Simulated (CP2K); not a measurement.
Consider water tetramer at its PBE geometry (Å).

```xyz
12

O    -0.8852    0.8239   -1.4826
O     1.2431    1.4429    0.1131
O     0.8927   -0.8676    1.4511
O    -1.2460   -1.4043   -0.0609
H    -1.1205   -0.0367   -1.0231
H    -0.7426    0.5919   -2.4139
H     1.0698    2.2982    0.5379
H     0.4986    1.3200   -0.5464
H     1.6815   -1.4134    1.3069
H     1.1120    0.0244    1.0492
H    -2.0338   -1.4718    0.5013
H    -0.4696   -1.3074    0.5675
```

Method: CP2K XAS_TDP, all-electron GAPW, PBEh(45%), aug-cc-pVDZ, TDA, GW2X-corrected core level, no relativity.

**Question.** Predict the bright core excitations at the O K edge.

Leading lines: O1 535.68 eV, O2 535.81 eV, O3 535.79 eV and O4 535.74 eV. The leading line of an atom is its first one with 35 % of the strongest within 2.5 eV of its lowest line over the strength cut. Core ionisation energies at this level: O2 538.86, O3 538.82, O1 538.66 and O4 538.74 eV.

The first six lines of each atom with a strength over 0.0015:

| atom | energy (eV) | states | strength, one atom | above the computed threshold |
| --- | --- | --- | --- | --- |
| O1 (bonded to 2 H, gives 1 H bond, takes 1) | 535.68 | 1 | 0.0135 |  |
|  | 537.19 | 1 | 0.0076 |  |
|  | 537.54 | 1 | 0.0058 |  |
|  | 537.98 | 1 | 0.0033 |  |
|  | 538.63 | 1 | 0.0032 |  |
|  | 538.80 | 1 | 0.0071 | yes |
| O2 (bonded to 2 H, gives 1 H bond, takes 1) | 535.81 | 1 | 0.0137 |  |
|  | 537.38 | 1 | 0.0081 |  |
|  | 537.75 | 1 | 0.0065 |  |
|  | 538.18 | 1 | 0.0036 |  |
|  | 538.82 | 1 | 0.0030 |  |
|  | 538.98 | 1 | 0.0073 | yes |
| O3 (bonded to 2 H, gives 1 H bond, takes 1) | 535.79 | 1 | 0.0138 |  |
|  | 537.35 | 1 | 0.0080 |  |
|  | 537.71 | 1 | 0.0060 |  |
|  | 538.15 | 1 | 0.0036 |  |
|  | 538.79 | 1 | 0.0032 |  |
|  | 538.95 | 1 | 0.0063 | yes |
| O4 (bonded to 2 H, gives 1 H bond, takes 1) | 535.74 | 1 | 0.0138 |  |
|  | 537.27 | 1 | 0.0076 |  |
|  | 537.64 | 1 | 0.0057 |  |
|  | 538.06 | 1 | 0.0034 |  |
|  | 538.73 | 1 | 0.0034 |  |
|  | 538.88 | 1 | 0.0067 | yes |

Lines are vertical, at one geometry, with no vibrational structure. GW2X ionisation energies and lines can be off by 1 to 2 eV either way, and a good line position may hide errors that cancel. These values hold no scalar relativity, about 0.4 eV for O 1s. Rydberg lines, and the discretised continuum above threshold, depend on the basis and the box. This is one low-energy arrangement of the cluster, relaxed without a dispersion correction; others exist.

[Banner, clock and machine lines of the logs are left out without a mark of their own.]

[Logs are printed without paths, hosts, clocks, repeated set-up lines and the standing remarks that a program may print on its own settings, such as how far it seeks lower states.]

[Hosts, paths, dates, database ids (printed as entryN), source tags and the programs' standing remarks are cut or masked in the printed files.]
